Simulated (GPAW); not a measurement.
# Core-hole calculation of the Rh L₃ edge in LiRh (P-6m2)

Aim: the dependence of the Rh L₃ near-edge features of LiRh (P-6m2) on volume.

Program: GPAW 26.7.0. Level of theory: X-ray absorption from dipole matrix elements to empty bands, plane-wave PAW LDA. Results are calculated unless marked as measured.

Most raw output is cut from this account.

### Step 1. The structure

The structure is hexagonal, space group P-6m2 (No. 187). The conventional cell has a = 2.652 Å, b = 2.652 Å, c = 4.327 Å, α = 90.00°, β = 90.00°, γ = 120.00°. Nearest to Rh lie 6 Li at 2.65 Å and 6 Rh at 2.65 Å. Nearest to Li lie 6 Rh at 2.65 Å and 6 Li at 2.65 Å. Farther neighbours are not listed.

As a file:

```xyz
2
Lattice="2.6523 0.0000 0.0000 -1.3262 2.2970 0.0000 0.0000 0.0000 4.3266" Properties=species:S:1:pos:R:3 pbc="T T T"
Rh    1.3262    0.7657    0.0000
Li    0.0000    0.0000    2.1633
```

### Step 2. Ground state of the crystal

The ground state comes first: it tells whether the system has a gap, which decides how the excited electron is treated.

Input file scf.py:

```python
import numpy as np
from ase import Atoms
from ase.parallel import parprint, paropen
from gpaw import GPAW, PW, FermiDirac, Mixer, MixerDif, setup_paths
from gpaw.test import gen
setup_paths.insert(0, '.')
gen('Rh', name='nch2p', xcname='LDA', corehole=(2, 1, 0), write_xml=True)
from gpaw.mpi import world
world.barrier()

atoms = Atoms('RhLi',
    cell=[[2.65230046, 0, 0],
     [-1.32615023, 2.29695958, 0],
     [0, 0, 4.32660441]],
    scaled_positions=[[0.66666667, 0.33333333, 0],
     [0, 0, 0.5]],
    pbc=True)
atoms.calc = calc = GPAW(legacy_gpaw=True, mode=PW(500), xc='LDA', setups={0: 'nch2p'},
    kpts={'size': (11, 11, 6), 'gamma': True}, occupations=FermiDirac(0.05),
    charge=0, mixer=Mixer(0.1, 5, 50), maxiter=150,
    convergence={'density': 0.0001}, txt='scf.txt')
energy = atoms.get_potential_energy() + calc.get_reference_energy()
ef = calc.get_fermi_level()
out = dict(energy=energy, fermi=ef, forces=atoms.get_forces().tolist())
parprint(f'all-electron energy {energy:.4f} eV, Fermi level {ef:.4f} eV')
ev = np.array([[calc.get_eigenvalues(k, s) for k in range(len(calc.get_ibz_k_points()))] for s in range(calc.get_number_of_spins())])
out['homo'], out['lumo'], out['counts'] = ev[ev < ef].max(), ev[ev > ef].min(), sorted(set((ev < ef).sum((0, 2)).tolist()))
out['filled'] = (ev[:, 0] < ef).sum(1).tolist()
import json
with paropen('out.json', 'w') as f:
    json.dump(out, f)
```

Started as:

```bash
> OMP_NUM_THREADS=1 mpirun -n 2 gpaw python scf.py
```

It took 17 s on 2 MPI ranks of Arm Neoverse V1, shared host; peak memory 0.18 GiB; 33 s of CPU time.

The mesh shows no gap, so the system is treated as a metal and the core electron is put at the Fermi level (neutral cell).

### Step 3. Supercell without a hole, the energy reference

The photon energy needs a difference of total energies, so the cell and mesh of the coming hole run are first run without a hole.

Edit scf.py of step 2 so:

```diff
@@ -10,11 +10,25 @@
 
-atoms = Atoms('RhLi',
-    cell=[[2.65230046, 0, 0],
-     [-1.32615023, 2.29695958, 0],
-     [0, 0, 4.32660441]],
-    scaled_positions=[[0.66666667, 0.33333333, 0],
-     [0, 0, 0.5]],
+atoms = Atoms('Rh8Li8',
+    cell=[[-3.97845069, 2.29695958, 4.32660441],
+     [3.97845069, -2.29695958, 4.32660441],
+     [2.65230046, 4.59391915, -4.32660441]],
+    scaled_positions=[[0.04166667, 0.20833333, 0.25],
+     [0.54166667, 0.70833333, 0.25],
+     [0.91666667, 0.58333333, 0.5],
+     [0.41666667, 0.08333333, 0.5],
+     [0.29166667, 0.45833333, 0.75],
+     [0.79166667, 0.95833333, 0.75],
+     [0.66666667, 0.33333333, 0],
+     [0.16666667, 0.83333333, 0],
+     [0.25, 0.25, 0],
+     [0.75, 0.75, 0],
+     [0.125, 0.625, 0.25],
+     [0.625, 0.125, 0.25],
+     [0.5, 0.5, 0.5],
+     [0, 0, 0.5],
+     [0.875, 0.375, 0.75],
+     [0.375, 0.875, 0.75]],
     pbc=True)
 atoms.calc = calc = GPAW(legacy_gpaw=True, mode=PW(500), xc='LDA', setups={0: 'nch2p'},
-    kpts={'size': (11, 11, 6), 'gamma': True}, occupations=FermiDirac(0.05),
+    kpts={'size': (3, 3, 3), 'gamma': True}, occupations=FermiDirac(0.1),
     charge=0, mixer=Mixer(0.1, 5, 50), maxiter=150,
```

Run time: 96 s. Hardware: 2 MPI ranks; peak memory 0.38 GiB; 3.2 min of CPU time.

Reference energy: -1041758.735 eV with the cores included.

### Step 4. Spectrum with XCH, Rh atom 1

The holes are 6.3 Å apart. In GPAW the data set carries the hole's charge, so charge=0 means a charged cell and charge=-1 a neutral one. The excited electron is kept in the cell, where it fills the lowest empty states and screens the hole. After the field has converged, empty bands are computed with the density fixed and the dipole matrix elements are summed.

The absorber has 6 Li at 2.65 Å and 6 Rh at 2.65 Å (anticuboctahedral, as in hcp, site symmetry -6m2).

Input file xas.py:

```python
import numpy as np
from ase import Atoms
from ase.parallel import parprint, paropen
from gpaw import GPAW, PW, FermiDirac, Mixer, MixerDif, setup_paths
from gpaw.test import gen
setup_paths.insert(0, '.')
gen('Rh', name='fch2p', xcname='LDA', corehole=(2, 1, 1), write_xml=True)
from gpaw.mpi import world
world.barrier()

atoms = Atoms('Rh8Li8',
    cell=[[-3.97845069, 2.29695958, 4.32660441],
     [3.97845069, -2.29695958, 4.32660441],
     [2.65230046, 4.59391915, -4.32660441]],
    scaled_positions=[[0.04166667, 0.20833333, 0.25],
     [0.54166667, 0.70833333, 0.25],
     [0.91666667, 0.58333333, 0.5],
     [0.41666667, 0.08333333, 0.5],
     [0.29166667, 0.45833333, 0.75],
     [0.79166667, 0.95833333, 0.75],
     [0.66666667, 0.33333333, 0],
     [0.16666667, 0.83333333, 0],
     [0.25, 0.25, 0],
     [0.75, 0.75, 0],
     [0.125, 0.625, 0.25],
     [0.625, 0.125, 0.25],
     [0.5, 0.5, 0.5],
     [0, 0, 0.5],
     [0.875, 0.375, 0.75],
     [0.375, 0.875, 0.75]],
    pbc=True)
atoms.calc = calc = GPAW(legacy_gpaw=True, mode=PW(500), xc='LDA', setups={0: 'fch2p'},
    kpts={'size': (3, 3, 3), 'gamma': True}, occupations=FermiDirac(0.1),
    charge=-1, mixer=Mixer(0.1, 5, 50), maxiter=150,
    convergence={'density': 0.0001}, txt='scf.txt')
energy = atoms.get_potential_energy() + calc.get_reference_energy()
ef = calc.get_fermi_level()
out = dict(energy=energy, fermi=ef, forces=atoms.get_forces().tolist())
parprint(f'all-electron energy {energy:.4f} eV, Fermi level {ef:.4f} eV')
ev = np.array([[calc.get_eigenvalues(k, s) for k in range(len(calc.get_ibz_k_points()))] for s in range(calc.get_number_of_spins())])
out['homo'], out['lumo'], out['counts'] = ev[ev < ef].max(), ev[ev > ef].min(), sorted(set((ev < ef).sum((0, 2)).tolist()))
out['filled'] = (ev[:, 0] < ef).sum(1).tolist()

from ase.units import Ha
from gpaw.xas import dipole_matrix_elements
nb = int(calc.get_number_of_electrons() / 2) + 168
top, nb = nb, nb + 8 + nb // 12
nscf = calc.fixed_density(kpts={'size': (3, 3, 3), 'gamma': True}, nbands=nb,
    convergence={'bands': top, 'eigenstates': 1e-5}, maxiter=60, txt='nscf.txt')
cell = atoms.cell.array
ops = [cell.T @ U.T @ np.linalg.inv(cell.T) for U in nscf.wfs.kd.symmetry.op_scc]
E = np.arange(-6, 34, 0.1)
fwhm = np.interp(E, [4, 25], [2.13, 3.5])
Y, X, zero, highest = 0, 0, 1e9, 1e9
for spin in range(nscf.get_number_of_spins()):
    wfs = nscf.wfs
    A = dipole_matrix_elements(wfs.setups[0])
    eps = np.zeros((wfs.kd.nibzkpts, nb))
    d = np.zeros((3, A.shape[1], wfs.kd.nibzkpts, nb), complex)
    for kpt in wfs.kpt_u:
        if kpt.s == spin and 0 in kpt.P_ani:
            eps[kpt.k] = kpt.eps_n * Ha
            d[:, :, kpt.k] = (kpt.weight * wfs.nspins / 2) ** 0.5 * np.inner(A, kpt.P_ani[0])
    world.sum(eps)
    world.sum(d)
    T = np.einsum('amkn,bmkn->abkn', d, d.conj()).real
    T = sum(np.einsum('ai,ijkn,bj->abkn', R, T, R) for R in ops) / len(ops)
    empty = eps > ef
    zero, highest = min(zero, eps[empty].min()), min(highest, eps[:, top - 1].min())
    lines = [(eps, T, empty)] if spin == 0 else lines + [(eps, T, empty)]
for eps, T, empty in lines:
    f = np.einsum('aakn->akn', T).reshape(3, -1)
    x = eps.ravel() - zero
    w = np.interp(x, E, fwhm) / 2.35482
    g = np.exp(-0.5 * ((E[:, None] - x) / w) ** 2) / (w * (2 * np.pi) ** 0.5)
    Y = Y + (f * empty.ravel()) @ g.T
    X = X + (f * ~empty.ravel()) @ g.T
out.update(E=E.round(2).tolist(), xas=Y.tolist(), xes=X.tolist(), zero=zero, valid=highest - zero, nk=len(eps), nb=nb)
for i in range(0, len(E), 10):
    parprint(f'{E[i]:7.2f}', *(f'{v:10.3e}' for v in Y[:, i]))
import json
with paropen('out.json', 'w') as f:
    json.dump(out, f)
```

Started as:

```bash
> OMP_NUM_THREADS=1 mpirun -n 2 gpaw python xas.py
```

Run time: 5.5 min. Hardware: 2 MPI ranks; peak memory 0.59 GiB.

The Rh L₃ spectrum, Rh atom 1, excited-electron core hole (neutral cell) (energy from the lowest empty level; intensity scaled to a mean of 1 over the first 20 eV; polarised curves are means over the symmetry-equivalent atoms):

```
E (eV)  isotropic  ε ⊥ c  ε ∥ c
  -2.0       0.05   0.07   0.02
  -1.5       0.18   0.24   0.08
  -1.0       0.46   0.59   0.20
  -0.5       0.90   1.15   0.39
   0.0       1.37   1.75   0.61
   0.5       1.70   2.14   0.81
   1.0       1.81   2.24   0.96
   1.5       1.75   2.10   1.05
   2.0       1.59   1.84   1.08
   2.5       1.39   1.55   1.07
   3.0       1.18   1.26   1.01
   3.5       1.01   1.04   0.94
   4.0       0.88   0.89   0.87
   4.5       0.79   0.78   0.82
   5.0       0.71   0.67   0.77
   5.5       0.62   0.58   0.71
   6.0       0.57   0.52   0.67
   6.5       0.61   0.56   0.70
   7.0       0.72   0.66   0.82
   7.5       0.87   0.80   1.00
   8.0       0.99   0.91   1.16
   8.5       1.05   0.95   1.26
   9.0       1.03   0.92   1.26
   9.5       0.97   0.86   1.18
  10.0       0.90   0.81   1.09
  10.5       0.88   0.80   1.02
  11.0       0.91   0.86   1.02
  11.5       1.01   0.98   1.08
  12.0       1.12   1.10   1.18
  12.5       1.19   1.17   1.24
  13.0       1.20   1.17   1.25
  13.5       1.14   1.12   1.20
  14.0       1.06   1.04   1.11
  14.5       0.99   0.97   1.01
  15.0       0.93   0.93   0.92
  15.5       0.88   0.91   0.83
  16.0       0.85   0.90   0.75
  16.5       0.83   0.91   0.69
  17.0       0.82   0.91   0.63
  17.5       0.81   0.92   0.59
  18.0       0.81   0.93   0.56
  18.5       0.80   0.92   0.54
  19.0       0.79   0.91   0.54
  19.5       0.77   0.87   0.56
  20.0       0.74   0.82   0.58
  20.5       0.72   0.76   0.62
  21.0       0.70   0.72   0.66
  21.5       0.69   0.69   0.69
  22.0       0.70   0.69   0.72
  22.5       0.71   0.70   0.74
  23.0       0.73   0.72   0.74
  23.5       0.74   0.73   0.75
  24.0       0.75   0.75   0.75
  24.5       0.76   0.76   0.77
  25.0       0.78   0.77   0.79
  25.5       0.79   0.78   0.82
  26.0       0.81   0.78   0.85
  26.5       0.81   0.79   0.86
  27.0       0.81   0.79   0.87
  27.5       0.81   0.78   0.86
  28.0       0.81   0.78   0.85
  28.5       0.81   0.79   0.84
  29.0       0.82   0.81   0.84
  29.5       0.83   0.82   0.85
  30.0       0.85   0.84   0.87
  30.5       0.87   0.86   0.90
  31.0       0.89   0.87   0.92
  31.5       0.90   0.89   0.93
  32.0       0.91   0.90   0.94
```

Main maxima below 30 eV (height): 1.0 eV (1.81), 8.6 eV (1.05) and 12.8 eV (1.21). At an L edge the dipole rule selects empty d (and weakly s) states on the absorber, and the strong line at the onset measures the empty part of its d band.

The energy difference (zero at 3039 eV) isn't read as a photon energy: for so heavy an absorber the terms left out (core spin–orbit splitting, the hole's spin, the functional's error) amount to tens of eV or more.

### Step 5. Reference energy of the supercell

The cell changes for the next run, so it gets a reference energy of its own.

The cell differs from the one that the last finished run ended in (a 6.311 → 6.115 Å, b 6.311 → 6.115 Å, c 6.845 → 6.633 Å).

Edit scf.py of step 3 so:

```diff
@@ -11,5 +11,5 @@
 atoms = Atoms('Rh8Li8',
-    cell=[[-3.97845069, 2.29695958, 4.32660441],
-     [3.97845069, -2.29695958, 4.32660441],
-     [2.65230046, 4.59391915, -4.32660441]],
+    cell=[[-3.85532603, 2.22587352, 4.19270513],
+     [3.85532603, -2.22587352, 4.19270513],
+     [2.57021735, 4.45174704, -4.19270513]],
     scaled_positions=[[0.04166667, 0.20833333, 0.25],
```

Started as:

```bash
> OMP_NUM_THREADS=1 mpirun -n 2 gpaw python scf.py
```

Run time: 84 s. Hardware: 2 MPI ranks; peak memory 0.37 GiB.

Reference energy: -1041758.683 eV with the cores included.

### Step 6. Spectrum with XCH, Rh atom 1

Shorter bonds are expected to push antibonding states and scattering resonances up, and longer ones down; the cell is scaled to test that.

Changed against the first core-hole run: volume scale from 1 to 0.91.

Edit xas.py of step 4 so:

```diff
@@ -11,5 +11,5 @@
 atoms = Atoms('Rh8Li8',
-    cell=[[-3.97845069, 2.29695958, 4.32660441],
-     [3.97845069, -2.29695958, 4.32660441],
-     [2.65230046, 4.59391915, -4.32660441]],
+    cell=[[-3.85532603, 2.22587352, 4.19270513],
+     [3.85532603, -2.22587352, 4.19270513],
+     [2.57021735, 4.45174704, -4.19270513]],
     scaled_positions=[[0.04166667, 0.20833333, 0.25],
@@ -45,5 +45,5 @@
 from gpaw.xas import dipole_matrix_elements
-nb = int(calc.get_number_of_electrons() / 2) + 168
+nb = int(calc.get_number_of_electrons() / 2) + 157
 top, nb = nb, nb + 8 + nb // 12
-nscf = calc.fixed_density(kpts={'size': (3, 3, 3), 'gamma': True}, nbands=nb,
+nscf = calc.fixed_density(kpts={'size': (4, 4, 4), 'gamma': True}, nbands=nb,
     convergence={'bands': top, 'eigenstates': 1e-5}, maxiter=60, txt='nscf.txt')
```

Started as:

```bash
> OMP_NUM_THREADS=1 mpirun -n 2 gpaw python xas.py
```

Wall time 9.2 min (2 MPI ranks); peak memory 0.73 GiB; 18 min of CPU time.

```
E (eV)  first run  this run
  -2.0       0.05      0.04
  -1.0       0.46      0.34
   0.0       1.37      1.13
   1.0       1.81      1.69
   2.0       1.59      1.60
   3.0       1.18      1.26
   4.0       0.88      0.91
   5.0       0.71      0.73
   6.0       0.57      0.60
   7.0       0.72      0.58
   8.0       0.99      0.83
   9.0       1.03      1.02
  10.0       0.90      0.98
  11.0       0.91      0.89
  12.0       1.12      0.97
  13.0       1.20      1.17
  14.0       1.06      1.21
  15.0       0.93      1.07
  16.0       0.85      0.94
  17.0       0.82      0.88
  18.0       0.81      0.84
  19.0       0.79      0.81
  20.0       0.74      0.77
  21.0       0.70      0.74
  22.0       0.70      0.73
  23.0       0.73      0.73
  24.0       0.75      0.73
  25.0       0.78      0.73
  26.0       0.81      0.74
  27.0       0.81      0.76
  28.0       0.81      0.78
  29.0       0.82      0.78
  30.0       0.85      0.77
  31.0       0.89      0.77
  32.0       0.91      0.80
```

This run also has another mesh (4×4×4 against 3×3×3), so the 9 % r.m.s. difference can't be laid on the changed setting alone. The highest intensity below 24 eV goes from 1.0 eV (1.81) to 1.2 eV (1.71).

The photon energy of the zero moves by +0.17 eV.

### Step 7. Reference energy of the supercell

The cell differs from the one that the last finished run ended in (a 6.115 → 6.247 Å, b 6.115 → 6.247 Å, c 6.633 → 6.776 Å).

Edit scf.py of step 5 so:

```diff
@@ -11,5 +11,5 @@
 atoms = Atoms('Rh8Li8',
-    cell=[[-3.85532603, 2.22587352, 4.19270513],
-     [3.85532603, -2.22587352, 4.19270513],
-     [2.57021735, 4.45174704, -4.19270513]],
+    cell=[[-3.93826157, 2.27375638, 4.28289835],
+     [3.93826157, -2.27375638, 4.28289835],
+     [2.62550771, 4.54751276, -4.28289835]],
     scaled_positions=[[0.04166667, 0.20833333, 0.25],
```

Started as:

```bash
> OMP_NUM_THREADS=1 mpirun -n 2 gpaw python scf.py
```

The job ended after 96 s (2 MPI ranks; peak memory 0.37 GiB).

Reference energy: -1041758.887 eV with the cores included.

### Step 8. Spectrum with XCH, Rh atom 1

Changed against the first core-hole run: volume scale from 1 to 0.97.

Edit xas.py of step 6 so:

```diff
@@ -11,5 +11,5 @@
 atoms = Atoms('Rh8Li8',
-    cell=[[-3.85532603, 2.22587352, 4.19270513],
-     [3.85532603, -2.22587352, 4.19270513],
-     [2.57021735, 4.45174704, -4.19270513]],
+    cell=[[-3.93826157, 2.27375638, 4.28289835],
+     [3.93826157, -2.27375638, 4.28289835],
+     [2.62550771, 4.54751276, -4.28289835]],
     scaled_positions=[[0.04166667, 0.20833333, 0.25],
@@ -45,5 +45,5 @@
 from gpaw.xas import dipole_matrix_elements
-nb = int(calc.get_number_of_electrons() / 2) + 157
+nb = int(calc.get_number_of_electrons() / 2) + 164
 top, nb = nb, nb + 8 + nb // 12
-nscf = calc.fixed_density(kpts={'size': (4, 4, 4), 'gamma': True}, nbands=nb,
+nscf = calc.fixed_density(kpts={'size': (3, 3, 3), 'gamma': True}, nbands=nb,
     convergence={'bands': top, 'eigenstates': 1e-5}, maxiter=60, txt='nscf.txt')
```

Started as:

```bash
> OMP_NUM_THREADS=1 mpirun -n 2 gpaw python xas.py
```

Elapsed: 5.3 min, on 2 MPI ranks; peak memory 0.57 GiB.

```
E (eV)  first run  this run
  -2.0       0.05      0.05
  -1.0       0.46      0.45
   0.0       1.37      1.35
   1.0       1.81      1.80
   2.0       1.59      1.60
   3.0       1.18      1.20
   4.0       0.88      0.89
   5.0       0.71      0.71
   6.0       0.57      0.57
   7.0       0.72      0.66
   8.0       0.99      0.94
   9.0       1.03      1.04
  10.0       0.90      0.92
  11.0       0.91      0.88
  12.0       1.12      1.07
  13.0       1.20      1.21
  14.0       1.06      1.12
  15.0       0.93      0.96
  16.0       0.85      0.87
  17.0       0.82      0.83
  18.0       0.81      0.81
  19.0       0.79      0.79
  20.0       0.74      0.76
  21.0       0.70      0.71
  22.0       0.70      0.70
  23.0       0.73      0.71
  24.0       0.75      0.73
  25.0       0.78      0.76
  26.0       0.81      0.79
  27.0       0.81      0.80
  28.0       0.81      0.79
  29.0       0.82      0.79
  30.0       0.85      0.81
  31.0       0.89      0.85
  32.0       0.91      0.88
```

Against the first run the r.m.s. difference is 3 %. The highest intensity below 24 eV stays at 1.0 eV.

The photon energy of the zero moves by +0.05 eV.

### Step 9. Supercell without a hole, the energy reference

The cell differs from the one that the last finished run ended in (a 6.247 → 6.373 Å, b 6.247 → 6.373 Å, c 6.776 → 6.913 Å).

Edit scf.py of step 7 so:

```diff
@@ -11,5 +11,5 @@
 atoms = Atoms('Rh8Li8',
-    cell=[[-3.93826157, 2.27375638, 4.28289835],
-     [3.93826157, -2.27375638, 4.28289835],
-     [2.62550771, 4.54751276, -4.28289835]],
+    cell=[[-4.01784385, 2.31970323, 4.36944486],
+     [4.01784385, -2.31970323, 4.36944486],
+     [2.67856257, 4.63940646, -4.36944486]],
     scaled_positions=[[0.04166667, 0.20833333, 0.25],
```

Started as:

```bash
> OMP_NUM_THREADS=1 mpirun -n 2 gpaw python scf.py
```

Wall time 97 s (2 MPI ranks); peak memory 0.37 GiB.

Reference energy: -1041758.449 eV with the cores included.

(Part 1 of 2 ends here.)

[Logs are printed without paths, hosts, clocks, repeated set-up lines and the standing remarks that a program may print on its own settings, such as how far it seeks lower states.]

[Hosts, paths, dates, database ids (printed as entryN), source tags and the programs' standing remarks are cut or masked in the printed files.]

[Lists of maxima count a maximum above −3 eV only where it reaches 4 % of the highest in the window and stands out from its surroundings by 2 % of it (1.5 % where it reaches 55 %); shoulders and weaker maxima are passed over, and of the rest the first, up to two pre-edge ones and the few strongest are named.]
